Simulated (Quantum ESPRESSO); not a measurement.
# Ni3Pt: spin-resolved density of states

Aim: the densities of states of Ni3Pt in the lowest state of several starts.

Calculated with Quantum ESPRESSO 7.5; PBEsol; plane waves with GBRV 1.5 PBEsol potentials, no spin-orbit coupling.

### 1. The structure

Symmetry: Pm-3m, No. 221, cubic system. The conventional cell has a = 3.625 Å, b = 3.625 Å, c = 3.625 Å, α = 90.00°, β = 90.00°, γ = 90.00°. Nearest to Ni lie 8 Ni at 2.56 Å and 4 Pt at 2.56 Å. Nearest to Pt lie 12 Ni at 2.56 Å. Farther neighbours are not listed.

Structure file:

```cif
data_structure
_symmetry_space_group_name_H-M 'P 1'
_symmetry_Int_Tables_number 1
_cell_length_a 3.6246
_cell_length_b 3.6246
_cell_length_c 3.6246
_cell_angle_alpha 90.000
_cell_angle_beta 90.000
_cell_angle_gamma 90.000
_cell_volume 47.62
loop_
_atom_site_label
_atom_site_type_symbol
_atom_site_fract_x
_atom_site_fract_y
_atom_site_fract_z
_atom_site_occupancy
Ni1 Ni 0.50000 0.00000 0.50000 1
Ni2 Ni 0.00000 0.50000 0.50000 1
Ni3 Ni 0.50000 0.50000 0.00000 1
Pt4 Pt 0.00000 0.00000 0.00000 1
```

The cell comes from Materials Project 2023-11-01, a database of computed structures, and need not be the stable phase.

### 2. The magnetic state

This state came out lowest in a comparison of starts that is told elsewhere.

pw.in reads:

```
&CONTROL
  calculation = 'scf'
  prefix = 'pwscf'
  outdir = './tmp'
  pseudo_dir = './pseudo'
  disk_io = 'low'
/
&SYSTEM
  ibrav = 0
  celldm(1) = 8
  nat = 4
  ntyp = 2
  ecutwfc = 40
  ecutrho = 280
  nbnd = 50
  occupations = 'smearing'
  smearing = 'fd'
  degauss = 0.00734986
  nspin = 2
  starting_magnetization(1) = 0.0556
  starting_magnetization(2) = 0
/
&ELECTRONS
  conv_thr = 8d-09
  electron_maxstep = 150
  mixing_beta = 0.3
/
ATOMIC_SPECIES
Ni     58.6934 ni_pbesol_v1.4.uspp.F.UPF
Pt    195.0840 pt_pbesol_v1.4.uspp.F.UPF
CELL_PARAMETERS alat
   0.8561798191892    0.0000000000000    0.0000000000000
   0.0000000000000    0.8561798191892    0.0000000000000
   0.0000000000000    0.0000000000000    0.8561798191892
ATOMIC_POSITIONS crystal
Ni      0.5000000000    0.0000000000    0.5000000000
Ni      0.0000000000    0.5000000000    0.5000000000
Ni      0.5000000000    0.5000000000    0.0000000000
Pt      0.0000000000    0.0000000000    0.0000000000
K_POINTS automatic
8 8 8 0 0 0
```

On the command line:

```sh
$ OMP_NUM_THREADS=1 mpirun -n 4 pw.x -nk 4 -in pw.in > pw.out
```

The log of the run:

```text
Program PWSCF v.7.5 starts

     Message from routine setup:
     using ibrav=0 with symmetry is DISCOURAGED, use correct ibrav instead

     K-points division:     npool     =       4
     Subspace diagonalization in iterative solution of the eigenvalue problem:

     bravais-lattice index     =            0
     lattice parameter (alat)  =       8.0000  a.u.
     unit-cell volume          =     321.3401 (a.u.)^3
     number of atoms/cell      =            4
     number of atomic types    =            2
     number of electrons       =        70.00
     number of Kohn-Sham states=           50
     kinetic-energy cutoff     =      40.0000  Ry
     charge density cutoff     =     280.0000  Ry
     scf convergence threshold =      8.0E-09
     mixing beta               =       0.3000
     number of iterations used =            8  plain     mixing
     Exchange-correlation= SLA  PW   PSX  PSC
                           (   1   4  10   8   0   0   0)

     celldm(1)=   8.000000  celldm(2)=   0.000000  celldm(3)=   0.000000
     celldm(4)=   0.000000  celldm(5)=   0.000000  celldm(6)=   0.000000

     crystal axes: (cart. coord. in units of alat)
               a(1) = (   0.856180   0.000000   0.000000 )
               a(2) = (   0.000000   0.856180   0.000000 )
               a(3) = (   0.000000   0.000000   0.856180 )

     reciprocal axes: (cart. coord. in units 2 pi/alat)
               b(1) = (  1.167979  0.000000  0.000000 )
               b(2) = (  0.000000  1.167979  0.000000 )
               b(3) = (  0.000000  0.000000  1.167979 )

     PseudoPot. # 1 for Ni read from file:
     ni_pbesol_v1.4.uspp.F.UPF
     Pseudo is Ultrasoft + core correction, Zval = 18.0

     PseudoPot. # 2 for Pt read from file:
     pt_pbesol_v1.4.uspp.F.UPF
     Pseudo is Ultrasoft + core correction, Zval = 16.0

     atomic species   valence    mass     pseudopotential
     Ni               18.00    58.69340     Ni( 1.00)
     Pt               16.00   195.08400     Pt( 1.00)

     Starting magnetic structure
     atomic species   magnetization
     Ni              0.056
     Pt              0.000

     48 Sym. Ops., with inversion, found

   Cartesian axes

     site n.     atom                  positions (alat units)
         1        Ni     tau(   1) = (   0.4280899   0.0000000   0.4280899  )
         2        Ni     tau(   2) = (   0.0000000   0.4280899   0.4280899  )
         3        Ni     tau(   3) = (   0.4280899   0.4280899   0.0000000  )
         4        Pt     tau(   4) = (   0.0000000   0.0000000   0.0000000  )

     number of k points=    35  Fermi-Dirac smearing, width (Ry)=  0.0073
                       cart. coord. in units 2pi/alat
        k(    1) = (   0.0000000   0.0000000   0.0000000), wk =   0.0019531
        k(    2) = (   0.0000000   0.0000000   0.1459974), wk =   0.0117188
        k(    3) = (   0.0000000   0.0000000   0.2919947), wk =   0.0117188
        k(    4) = (   0.0000000   0.0000000   0.4379921), wk =   0.0117188
        k(    5) = (   0.0000000   0.0000000  -0.5839895), wk =   0.0058594
        [... 30 further k-points ...]

     Dense  grid:    25413 G-vectors     FFT dimensions: (  40,  40,  40)

     Smooth grid:    11067 G-vectors     FFT dimensions: (  27,  27,  27)

     Check: negative core charge=   -0.000013
     Generating pointlists ...
     new r_m :   0.2497 (alat units)  1.9979 (a.u.) for type    1
     new r_m :   0.2497 (alat units)  1.9979 (a.u.) for type    2

     Initial potential from superposition of free atoms

     starting charge      63.5000, renormalised to      70.0000

     negative rho (up, down):  9.905E-02 9.905E-02
     Starting wfcs are   51 randomized atomic wfcs

     Self-consistent Calculation

     iteration #  1     ecut=    40.00 Ry     beta= 0.30
     Davidson diagonalization with overlap
     ethr =  1.00E-02,  avg # of iterations =  6.0

     negative rho (up, down):  9.296E-02 9.274E-02

     total energy              =   -1219.01079429 Ry
     estimated scf accuracy    <      86.23528579 Ry

     total magnetization       =     1.04 Bohr mag/cell
     absolute magnetization    =     1.09 Bohr mag/cell

     iteration #  2     ecut=    40.00 Ry     beta= 0.30
     Davidson diagonalization with overlap
     ethr =  1.00E-02,  avg # of iterations =  3.1

     negative rho (up, down):  8.750E-02 8.734E-02

     total energy              =   -1234.77418923 Ry
     estimated scf accuracy    <      41.08434446 Ry

     total magnetization       =     0.11 Bohr mag/cell
     absolute magnetization    =     0.17 Bohr mag/cell

     [... further iterations left out ...]

     iteration # 13     ecut=    40.00 Ry     beta= 0.30
     Davidson diagonalization with overlap
     ethr =  1.98E-09,  avg # of iterations =  1.6

     negative rho (up, down):  8.539E-02 8.270E-02

     total energy              =   -1239.83487524 Ry
     estimated scf accuracy    <       0.00000004 Ry

     total magnetization       =     2.34 Bohr mag/cell
     absolute magnetization    =     2.60 Bohr mag/cell

     iteration # 14     ecut=    40.00 Ry     beta= 0.30
     Davidson diagonalization with overlap
     ethr =  5.99E-11,  avg # of iterations =  2.9

     negative rho (up, down):  8.539E-02 8.270E-02

     Magnetic moment per site  (integrated on atomic sphere of radius R)
     atom   1 (R=0.250)  charge= 16.8508  magn=  0.7097
     atom   2 (R=0.250)  charge= 16.8508  magn=  0.7097
     atom   3 (R=0.250)  charge= 16.8508  magn=  0.7097
     atom   4 (R=0.250)  charge= 13.4020  magn=  0.3192

     End of self-consistent calculation

     [... lines left out ...]
     the Fermi energy is    19.2549 ev

!    total energy              =   -1239.83487530 Ry
     estimated scf accuracy    <          4.6E-09 Ry
     smearing contrib. (-TS)   =      -0.01529607 Ry
     internal energy E=F+TS    =   -1239.81957923 Ry

     The total energy is F=E-TS. E is the sum of the following terms:
     one-electron contribution =    -613.09103746 Ry
     hartree contribution      =     356.51966907 Ry
     xc contribution           =    -162.27283822 Ry
     ewald contribution        =    -820.97537261 Ry

     total magnetization       =     2.34 Bohr mag/cell
     absolute magnetization    =     2.60 Bohr mag/cell

     convergence has been achieved in  14 iterations

=------------------------------------------------------------------------------=
   JOB DONE.
=------------------------------------------------------------------------------=
```

The job ended after 25 s (4 MPI ranks of Arm Neoverse V2, shared host; peak memory 0.39 GiB; 99 s of CPU time).

Spin moment in the atom's sphere by atom:

```csv
atom,spin moment in the atom's sphere (μB)
Ni1,0.710
Ni2,0.710
Ni3,0.710
Pt4,0.319
```

Read from the output:

```
smearing term TS       : 0.2081 eV
magnetization          : 2.343 μB
absolute magnetization : 2.604 μB
final state            : ferromagnetic
```

### 3. Post-processing

projwfc.in reads:

```
&PROJWFC
  prefix = 'pwscf'
  outdir = './tmp'
  filpdos = 'pdos'
  ngauss = 0
  degauss = 0.01
  DeltaE = 0.05
  Emin = 10.25
  Emax = 24.25
/
```

On the command line:

```sh
$ OMP_NUM_THREADS=1 mpirun -n 4 projwfc.x -nk 4 -in projwfc.in > projwfc.out
```

The log of the run:

```text
[banner, memory and clock lines left out]
Program PROJWFC v.7.5 starts

     [... lines left out ...]
     IMPORTANT: XC functional enforced from input :
     Exchange-correlation= PBESOL
                           (   1   4  10   8   0   0   0)
     Any further DFT definition will be discarded
     Please, verify this is what you really want

     G-vector sticks info

     Check: negative core charge=   -0.000013

     negative rho (up, down):  8.539E-02 8.270E-02

     Gaussian broadening (read from input): ngauss,degauss=   0    0.010000

     Calling projwave ....

  Problem Sizes
  natomwfc =           51
  nbnd     =           50
  nkstot   =           70
  npwx     =         1406
  nkb      =           72

     Atomic states used for projection
     (read from pseudopotential files):

     state #   1: atom   1 (Ni ), wfc  1 (l=0 m= 1)
     state #   2: atom   1 (Ni ), wfc  2 (l=1 m= 1)
     state #   3: atom   1 (Ni ), wfc  2 (l=1 m= 2)
     state #   4: atom   1 (Ni ), wfc  2 (l=1 m= 3)
     state #   5: atom   1 (Ni ), wfc  3 (l=2 m= 1)
     state #   6: atom   1 (Ni ), wfc  3 (l=2 m= 2)
     state #   7: atom   1 (Ni ), wfc  3 (l=2 m= 3)
     state #   8: atom   1 (Ni ), wfc  3 (l=2 m= 4)
     state #   9: atom   1 (Ni ), wfc  3 (l=2 m= 5)
     state #  10: atom   1 (Ni ), wfc  4 (l=0 m= 1)
     state #  11: atom   1 (Ni ), wfc  5 (l=1 m= 1)
     state #  12: atom   1 (Ni ), wfc  5 (l=1 m= 2)
     state #  13: atom   1 (Ni ), wfc  5 (l=1 m= 3)
     state #  14: atom   2 (Ni ), wfc  1 (l=0 m= 1)
     state #  15: atom   2 (Ni ), wfc  2 (l=1 m= 1)
     state #  16: atom   2 (Ni ), wfc  2 (l=1 m= 2)
     state #  17: atom   2 (Ni ), wfc  2 (l=1 m= 3)
     state #  18: atom   2 (Ni ), wfc  3 (l=2 m= 1)
     state #  19: atom   2 (Ni ), wfc  3 (l=2 m= 2)
     state #  20: atom   2 (Ni ), wfc  3 (l=2 m= 3)
     state #  21: atom   2 (Ni ), wfc  3 (l=2 m= 4)
     state #  22: atom   2 (Ni ), wfc  3 (l=2 m= 5)
     state #  23: atom   2 (Ni ), wfc  4 (l=0 m= 1)
     state #  24: atom   2 (Ni ), wfc  5 (l=1 m= 1)
     state #  25: atom   2 (Ni ), wfc  5 (l=1 m= 2)
     state #  26: atom   2 (Ni ), wfc  5 (l=1 m= 3)
     state #  27: atom   3 (Ni ), wfc  1 (l=0 m= 1)
     state #  28: atom   3 (Ni ), wfc  2 (l=1 m= 1)
     state #  29: atom   3 (Ni ), wfc  2 (l=1 m= 2)
     state #  30: atom   3 (Ni ), wfc  2 (l=1 m= 3)
     state #  31: atom   3 (Ni ), wfc  3 (l=2 m= 1)
     state #  32: atom   3 (Ni ), wfc  3 (l=2 m= 2)
     state #  33: atom   3 (Ni ), wfc  3 (l=2 m= 3)
     state #  34: atom   3 (Ni ), wfc  3 (l=2 m= 4)
     state #  35: atom   3 (Ni ), wfc  3 (l=2 m= 5)
     state #  36: atom   3 (Ni ), wfc  4 (l=0 m= 1)
     state #  37: atom   3 (Ni ), wfc  5 (l=1 m= 1)
     state #  38: atom   3 (Ni ), wfc  5 (l=1 m= 2)
     state #  39: atom   3 (Ni ), wfc  5 (l=1 m= 3)
     state #  40: atom   4 (Pt ), wfc  1 (l=1 m= 1)
     state #  41: atom   4 (Pt ), wfc  1 (l=1 m= 2)
     state #  42: atom   4 (Pt ), wfc  1 (l=1 m= 3)
     state #  43: atom   4 (Pt ), wfc  2 (l=2 m= 1)
     state #  44: atom   4 (Pt ), wfc  2 (l=2 m= 2)
     state #  45: atom   4 (Pt ), wfc  2 (l=2 m= 3)
     state #  46: atom   4 (Pt ), wfc  2 (l=2 m= 4)
     state #  47: atom   4 (Pt ), wfc  2 (l=2 m= 5)
     state #  48: atom   4 (Pt ), wfc  3 (l=0 m= 1)
     state #  49: atom   4 (Pt ), wfc  4 (l=1 m= 1)
     state #  50: atom   4 (Pt ), wfc  4 (l=1 m= 2)
     state #  51: atom   4 (Pt ), wfc  4 (l=1 m= 3)

 [... projections of the bands left out ...]

Lowdin Charges:

     Atom #   1: total charge =  17.8776, s =  2.3595, p =  7.0344, d =  8.4836,
                 spin up      =   9.2816, s =  1.1768,
                 spin up      =   9.2816, p =  3.4997, pz=  1.1742, px=  1.1742, py=  1.1512,
                 spin up      =   9.2816, d =  4.6051, dz2=  0.9421, dxz=  0.8916, dyz=  0.9185, dx2-y2=  0.9345, dxy=  0.9185,
                 spin down    =   8.5960, s =  1.1827,
                 spin down    =   8.5960, p =  3.5348, pz=  1.1837, px=  1.1837, py=  1.1673,
                 spin down    =   8.5960, d =  3.8785, dz2=  0.8440, dxz=  0.6982, dyz=  0.7567, dx2-y2=  0.8230, dxy=  0.7567,
                 polarization =   0.6856, s = -0.0059, p = -0.0351, d =  0.7265,
     Atom #   2: total charge =  17.8776, s =  2.3595, p =  7.0344, d =  8.4836,
                 spin up      =   9.2816, s =  1.1768,
                 spin up      =   9.2816, p =  3.4997, pz=  1.1742, px=  1.1512, py=  1.1742,
                 spin up      =   9.2816, d =  4.6051, dz2=  0.9421, dxz=  0.9185, dyz=  0.8916, dx2-y2=  0.9345, dxy=  0.9185,
                 spin down    =   8.5960, s =  1.1827,
                 spin down    =   8.5960, p =  3.5348, pz=  1.1837, px=  1.1673, py=  1.1837,
                 spin down    =   8.5960, d =  3.8785, dz2=  0.8440, dxz=  0.7567, dyz=  0.6982, dx2-y2=  0.8230, dxy=  0.7567,
                 polarization =   0.6856, s = -0.0059, p = -0.0351, d =  0.7265,
     Atom #   3: total charge =  17.8776, s =  2.3595, p =  7.0344, d =  8.4836,
                 spin up      =   9.2816, s =  1.1768,
                 spin up      =   9.2816, p =  3.4997, pz=  1.1512, px=  1.1742, py=  1.1742,
                 spin up      =   9.2816, d =  4.6051, dz2=  0.9306, dxz=  0.9185, dyz=  0.9185, dx2-y2=  0.9460, dxy=  0.8916,
                 spin down    =   8.5960, s =  1.1827,
                 spin down    =   8.5960, p =  3.5348, pz=  1.1673, px=  1.1837, py=  1.1837,
                 spin down    =   8.5960, d =  3.8785, dz2=  0.8124, dxz=  0.7567, dyz=  0.7567, dx2-y2=  0.8546, dxy=  0.6982,
                 polarization =   0.6856, s = -0.0059, p = -0.0351, d =  0.7265,
     Atom #   4: total charge =  16.2506, s =  0.5734, p =  7.1762, d =  8.5009,
                 spin up      =   8.2766, s =  0.2819,
                 spin up      =   8.2766, p =  3.5729, pz=  1.1910, px=  1.1910, py=  1.1910,
                 spin up      =   8.2766, d =  4.4218, dz2=  0.9035, dxz=  0.8716, dyz=  0.8716, dx2-y2=  0.9035, dxy=  0.8716,
                 spin down    =   7.9740, s =  0.2915,
                 spin down    =   7.9740, p =  3.6034, pz=  1.2011, px=  1.2011, py=  1.2011,
                 spin down    =   7.9740, d =  4.0791, dz2=  0.8565, dxz=  0.7887, dyz=  0.7887, dx2-y2=  0.8565, dxy=  0.7887,
                 polarization =   0.3026, s = -0.0096, p = -0.0305, d =  0.3427,
     Spilling Parameter:   0.0017
```

Run time: 1.9 s. Hardware: 4 MPI ranks; peak memory 0.06 GiB.

The density of states has structure finer than the step of the table below, so its rows give means over 0.5 eV, whole bins alone (the curve runs from -9.00 to 5.05 eV). Peaks (eV: height): up -4.50: 3.66, -2.40: 6.43, -1.60: 5.21, -0.80: 5.87; down -4.20: 3.86, -1.75: 5.94, -0.90: 4.79, 0.15: 6.1; Ni1 d up -2.40: 1.82, -1.60: 1.51, -0.80: 1.68; Ni1 d down -1.75: 1.65, -0.90: 1.41, 0.10: 1.74; Pt4 d up -5.50: 1.27, -4.55: 1.93, -0.50: 1.04.

Gaussian broadening of 0.136 eV on the SCF mesh. Density of states against energy, zero at the Fermi level; means over each step; values in states/eV/cell:

```csv
energy (eV),up,down,Ni1 d up,Ni1 d down,Pt4 d up,Pt4 d down
-8.5,0.184,0.185,4.6e-4,3.7e-4,0.00172,0.00162
-8.0,0.203,0.189,0.00112,8.3e-4,0.00568,0.00477
-7.5,0.234,0.228,0.00207,0.00152,0.0113,0.00970
-7.0,0.376,0.367,0.00599,0.00425,0.0312,0.0272
-6.5,0.401,0.349,0.0122,0.00726,0.0603,0.0442
-6.0,1.31,0.755,0.0754,0.0278,0.509,0.242
-5.5,2.13,1.98,0.160,0.116,1.01,0.902
-5.0,2.12,1.50,0.247,0.115,1.03,0.779
-4.5,3.30,2.76,0.364,0.257,1.71,1.54
-4.0,2.13,2.74,0.327,0.253,0.744,1.50
-3.5,1.55,1.73,0.288,0.259,0.426,0.580
-3.0,3.96,1.05,1.05,0.171,0.372,0.333
-2.5,5.76,3.32,1.58,0.825,0.472,0.389
-2.0,4.19,4.84,1.18,1.27,0.343,0.395
-1.5,4.81,4.54,1.38,1.27,0.493,0.350
-1.0,4.86,4.34,1.37,1.25,0.642,0.369
-0.5,4.12,4.16,1.04,1.20,0.832,0.396
0.0,1.08,5.33,0.225,1.53,0.237,0.641
0.5,0.590,2.11,0.0978,0.531,0.0770,0.402
1.0,0.427,0.818,0.0576,0.168,0.0506,0.105
1.5,0.538,0.542,0.0533,0.0905,0.0951,0.0510
2.0,0.581,0.542,0.0517,0.0656,0.0919,0.0899
2.5,0.356,0.583,0.0265,0.0658,0.0525,0.0908
3.0,0.593,0.494,0.0431,0.0451,0.0790,0.0715
3.5,0.491,0.542,0.0291,0.0466,0.0515,0.0650
4.0,0.326,0.491,0.0198,0.0375,0.0338,0.0512
4.5,0.349,0.274,0.0178,0.0186,0.0327,0.0287
```

### 4. Results

```
state                      : ferromagnetic
largest moment in a sphere : 0.710 μB
```

**Reading.** The most distinct maxima of the density of states (up) lie at -5.50, -4.50, -2.40, -1.60 and -0.80 eV, the highest at -2.40 eV. These are Kohn–Sham states without spin–orbit coupling, on the mesh of the self-consistent run. Energies are free energies at an electronic temperature of 1160 K, which lowers moments and differences where the moments are itinerant.

[Logs and program files are shortened in this print: banners, set-up blocks, solver, clock and traceback lines can be left out without a mark of their own.]

[Logs are printed without paths, hosts, clocks, repeated set-up lines and the standing remarks that a program may print on its own settings, such as how far it seeks lower states.]

[Hosts, paths, dates, database ids (printed as entryN), source tags and the programs' standing remarks are cut or masked in the printed files.]

[Where a cell is said to come from a database of computed structures, the database is the Materials Project.]
